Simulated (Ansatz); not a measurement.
# How amorphous 29Ga2O3-71GeO2 (mol %) changes with density

How do energy, pressure, forces, levels, charges and cost follow the density?

Computed with Ansatz 0.2.0: Kohn-Sham DFT, PBE, PAW (set soft_2). Every run is a single point, with the atoms held where the recipe put them (cutoff of the plane-wave runs 420 eV, fixed occupations).

First member: 86 atoms (14 Fe, 17 Ge, 55 O) placed at random at 3.54 g/cm³, melted at 5000 K for 10 ps at fixed volume with the Morse and Coulomb pair potential with partial charges (Pedone, Malavasi, Menziani, Cormack and Segre, J. Phys. Chem. B 110, 11780 (2006)). Quenched from 5000 K to 300 K at 100 K/ps and fixed volume, held 5 ps, then minimised at fixed cell. Then Fe was replaced by Ga and the cell scaled by 1.006 (the potential has no terms for the new elements, so the cell is a start for a DFT relaxation).

Last member: 86 atoms (14 Fe, 17 Ge, 55 O) placed at random at 4.72 g/cm³, melted at 5000 K for 10 ps at fixed volume with the Morse and Coulomb pair potential with partial charges (Pedone, Malavasi, Menziani, Cormack and Segre, J. Phys. Chem. B 110, 11780 (2006)). Quenched from 5000 K to 300 K at 100 K/ps and fixed volume, held 5 ps, then minimised at fixed cell. Then Fe was replaced by Ga and the cell scaled by 1.006 (the potential has no terms for the new elements, so the cell is a start for a DFT relaxation).

The members:

```csv
density (g/cm³),reduced formula,atoms,valence electrons,k-mesh,basis,density (g/cm³)
3.71,Ga14Ge17O55,86,750,1×1×1,plane waves,3.71
3.916,Ga14Ge17O55,86,750,1×1×1,plane waves,3.92
4.122,Ga14Ge17O55,86,750,1×1×1,plane waves,4.12
4.37,Ga14Ge17O55,86,750,1×1×1,plane waves,4.37
4.617,Ga14Ge17O55,86,750,1×1×1,plane waves,4.62
4.947,Ga14Ge17O55,86,750,1×1×1,plane waves,4.95
```

Each cell is one sample from a classical run, so sample-to-sample scatter enters every column.

The input of the first member, without its atom lines; other members have their own cell and atoms, and may differ in mesh, basis and outputs:

```yaml
crystal:
  lattice:
    - [11.14215, 0.0, 0.0]
    - [0.0, 11.14215, 0.0]
    - [0.0, 0.0, 11.14215]
  atoms:
    [... 86 lines ...]
kpoints:
  mp_grid: { grid: [1, 1, 1] }
hamiltonian:
  xc: pbe
scf:
  occupations: { method: fixed }
output:
  forces: true
  stress: true
  populations: true
  dos:
    method: { smearing: { sigma: 0.08 } }
    de: 0.1
    projected: { site_lists: { Ga: [Ga], Ge: [Ge], O: [O] } }
  eigenvalues: true
  write_density: true
  write_potential: true
  volumetric_format: npy
```

Predict the trends along the series.

Results; charges are mean Löwdin charges in e:

```csv
density (g/cm³),energy less the first member's (meV/atom),pressure (GPa),r.m.s. force (eV/Å),gap (eV),q(Ga),q(Ge),q(O)
3.71,0.0,-2.68,0.968,0.783,+1.06,+1.63,-0.71
3.916,0.6,-0.735,0.825,1.22,+1.05,+1.62,-0.71
4.122,4.6,-2.14,0.862,1.03,+1.05,+1.61,-0.71
4.37,8.9,-1.84,0.889,0.627,+1.04,+1.60,-0.70
4.617,4.2,0.197,0.874,0.883,+1.03,+1.60,-0.70
4.947,14.8,-0.976,0.768,0.664,+1.01,+1.58,-0.69
```

The gap is that between the highest filled and lowest empty Kohn-Sham level on the run's k-points; tail or defect levels can set it, and semilocal functionals tend to put gaps under measured ones. Atoms aren't relaxed at this level, so pressure against density here is no equation of state. The projection misses up to 0.039 e an atom, so the charges add up to more than the cell's charge.

Bonds in each cell, which the recipe sets and DFT didn't move; cutoffs follow each cell's own g(r) within set bounds (mean length in Å, and neighbours of the second kind about the first):

```csv
density (g/cm³),Ge-O length,Ge-O count,Ga-O length,Ga-O count
3.71,1.744,4.00,2.027,4.64
3.916,1.765,4.18,2.041,5.21
4.122,1.771,4.18,2.041,5.00
4.37,1.777,4.29,2.073,5.36
4.617,1.776,4.24,2.030,5.07
4.947,1.794,4.35,2.079,5.36
```

Cost on 8 threads of Arm Neoverse V2, shared host:

```csv
density (g/cm³),atoms,basis,k-mesh,SCF cycles,time,host memory (GiB)
3.71,86,plane waves,1×1×1,9,15 s,2.1
3.916,86,plane waves,1×1×1,9,13 s,2.0
4.122,86,plane waves,1×1×1,10,14 s,1.8
4.37,86,plane waves,1×1×1,10,13 s,1.8
4.617,86,plane waves,1×1×1,10,13 s,1.7
4.947,86,plane waves,1×1×1,10,12 s,1.7
```

Times include the outputs that each run asked for, on hosts shared with other jobs.

What the series shows: The energy against the first member is lowest at 3.71 g/cm³ (0.0 meV/atom) and highest at 4.95 g/cm³ (14.8 meV/atom), rising overall but not at every step; each member is a single configuration. The gap is lowest at 4.37 g/cm³ (0.627 eV) and highest at 3.92 g/cm³ (1.22 eV), with no steady trend; in single samples it varies with the configuration. The mean charge on Ga goes from +1.06 e at 3.71 to +1.01 e at 4.95 g/cm³. The pressure is lowest at 3.71 g/cm³ (-2.7 GPa) and highest at 4.62 g/cm³ (0.2 GPa), with no steady trend.

**Limits.** The quench rate of 100 K/ps is many orders above laboratory rates, so the cell is likely richer in defects and strain than a real sample. The starting topology of bonds comes from the classical model, and needn't be the one that DFT or experiment would give. The cells aren't relaxed by DFT, which could reorder their energies. The cells were made for other elements and scaled, so their density isn't DFT's own.

[Logs are printed without paths, hosts, clocks, repeated set-up lines and the standing remarks that a program may print on its own settings, such as how far it seeks lower states.]

[Hosts, paths, dates, database ids (printed as entryN), source tags and the programs' standing remarks are cut or masked in the printed files.]
